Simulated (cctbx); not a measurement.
# Nd3Y4Cu3: solution and refinement

Cell a = 10.1350 Å, b = 10.1350 Å, c = 10.1350 Å, α = 90.00°, β = 90.00°, γ = 90.00°; space group I-43d (no. 220); content Nd12 Y16 Cu12.

The data are simulated with cctbx, not measured: Mo Kα, λ = 0.71073 Å, to d = 0.77 Å, 95 % of the full sphere, strongest reflection 70000 counts, noise from counting, a 1.5 % proportional error and a noise floor of 8 counts (s.d.); no absorption.

2 earlier starts (other random phases, and plain and normalised amplitudes in turn) led nowhere (symmetry correlation 0.90 and 0.88).

Charge flipping in P1 on plain amplitudes to 0.8 Å, δ = 0.9 σ, 20 % of the reflections treated as weak, 600 cycles:

```text
cycle      R  skewness
    0  0.556     0.30
   50  0.376     2.78
  100  0.261     5.83
  150  0.261     5.82
  200  0.256     5.67
  250  0.256     5.82
  300  0.253     5.78
  350  0.256     5.86
  400  0.255     5.80
  450  0.253     5.82
  500  0.255     5.85
  550  0.257     5.86
origin shift          correlation  skewness
 0.180  0.320  0.915      0.867      0.55
 0.173  0.952  0.872      0.892      0.68
 0.470  0.838  0.027      0.871      0.53
 0.391  0.673  0.045      0.886      1.66
taken: symmetry correlation 0.886, skewness 1.66
peak      x       y       z  mult  height/sigma
Q1    0.0680  0.4320  0.5680   16     10.4
Q2    0.0000  0.2500  0.8750   12      5.6
Q3    0.0000  0.2500  0.3750   12      3.8
Q4    0.0000  0.2500  0.6278   24      3.0
Q5    0.0779  0.1646  0.0909   48      2.3
Q6    0.0476  0.3572  0.9237   48      2.2
Q7    0.0017  0.0148  0.6637   48      2.1
Q8    0.0382  0.4153  0.8024   48      2.0
```

The origin is taken among those within 0.04 of the best correlation, by the skewness of the map.

It took 0.83 s on 1 thread of Arm Neoverse V2 (shared host), peak memory 0.08 GiB.

Q: Assign the peaks.

Heights follow Z only loosely here, so the multiplicities, which must add up to the content, decide. First model: Q1 = Y1 (16 in the cell, height 10.4), Q2 = Nd1 (12 in the cell, height 5.6) and Q3 = Cu1 (12 in the cell, height 3.8). Against the true structure, Q1 is Y, Q2 is Nd and Q3 is Cu; the other peaks are not atoms.

Least squares on F², isotropic:

```text
Rint 0.015, 200 unique reflections to 0.78 A
cycle     R1     wR2    GooF  max shift (A)
   1  0.4695  0.7991 144.653   0.36661
   3  0.0028  0.0070   1.262   0.00000
final R1 0.0028 wR2 0.0070 GooF 1.262  parameters 4  data/parameter 50.0
atom        x        y        z      Ueq    occ   su(xyz)  su(Uiso or U11)
Y1     0.08900  0.41100  0.58900   0.0097  1.000  0.00001  0.0000
Nd1    0.00000  0.25000  0.87500   0.0054  1.000  0.00000  0.0000
Cu1    0.00000  0.25000  0.37500   0.0081  1.000  0.00000  0.0001
difference map: max 0.18 min -0.11 rms 0.03
Q1    0.1223  0.3777  0.6223   16    0.19  0.59 A from Y1
Q2    0.0000  0.2500  0.8274   24    0.13  0.48 A from Nd1
Q3    0.0595  0.4405  0.5595   16    0.13  0.52 A from Y1
Q4    0.0285  0.3585  0.9434   48    0.11  1.33 A from Nd1
Q5    0.0289  0.2076  0.3629   48    0.10  0.53 A from Cu1
```

Anisotropic refinement:

```text
Rint 0.015, 200 unique reflections to 0.78 A
cycle     R1     wR2    GooF  max shift (A)
   1  0.0028  0.0070   1.279   0.00005
   2  0.0021  0.0053   0.958   0.00000
final R1 0.0021 wR2 0.0053 GooF 0.958  parameters 7  data/parameter 28.6
atom        x        y        z      Ueq    occ   su(xyz)  su(Uiso or U11)
Y1     0.08900  0.41100  0.58900   0.0097  1.000  0.00001  0.0000
Nd1    0.00000  0.25000  0.87500   0.0054  1.000  0.00000  0.0000
Cu1    0.00000  0.25000  0.37500   0.0082  1.000  0.00000  0.0001
Flack x: -0.010(7)
Hooft y: -0.003(3)  Bijvoet pairs: 83
difference map: max 0.13 min -0.11 rms 0.03
Q1    0.0000  0.2500  0.1683   24    0.13  1.87 A from Y1
Q2    0.0000  0.2500  0.8247   24    0.12  0.51 A from Nd1
Q3    0.0000  0.2500  0.0793   24    0.12  2.04 A from Y1
Q4    0.0090  0.3865  0.9488   48    0.11  1.58 A from Nd1
Q5    0.0000  0.2500  0.3319   24    0.11  0.44 A from Cu1
Q6    0.9945  0.0634  0.6944   48    0.10  1.39 A from Y1
```

**Reading.** The refinement ends at R1 = 0.0021, wR2 = 0.0053, GooF = 0.96, with difference density between -0.11 and 0.13 e/Å³. Every site matches the true model in element, within 0.001 Å r.m.s., up to an allowed shift of origin or inversion. Flack x = -0.010 with s.u. 0.007: x is within 3 s.u. of 0, so the absolute structure is right.

True model:

| atom | mult. | x | y | z | Ueq (Å²) |
| --- | --- | --- | --- | --- | --- |
| Nd1 | 12 | 1/2 | 1/4 | 1/8 | 0.0054 |
| Y1 | 16 | 0.1610 | 0.1610 | 0.1610 | 0.0097 |
| Cu1 | 12 | 0 | 3/4 | 1/8 | 0.0081 |

The model is made up (kin elements in a known structure type, no relaxation), so it says nothing on whether the phase exists.

[Middle refinement cycles are left out of these outputs.]

[Logs are printed without paths, hosts, clocks, repeated set-up lines and the standing remarks that a program may print on its own settings, such as how far it seeks lower states.]
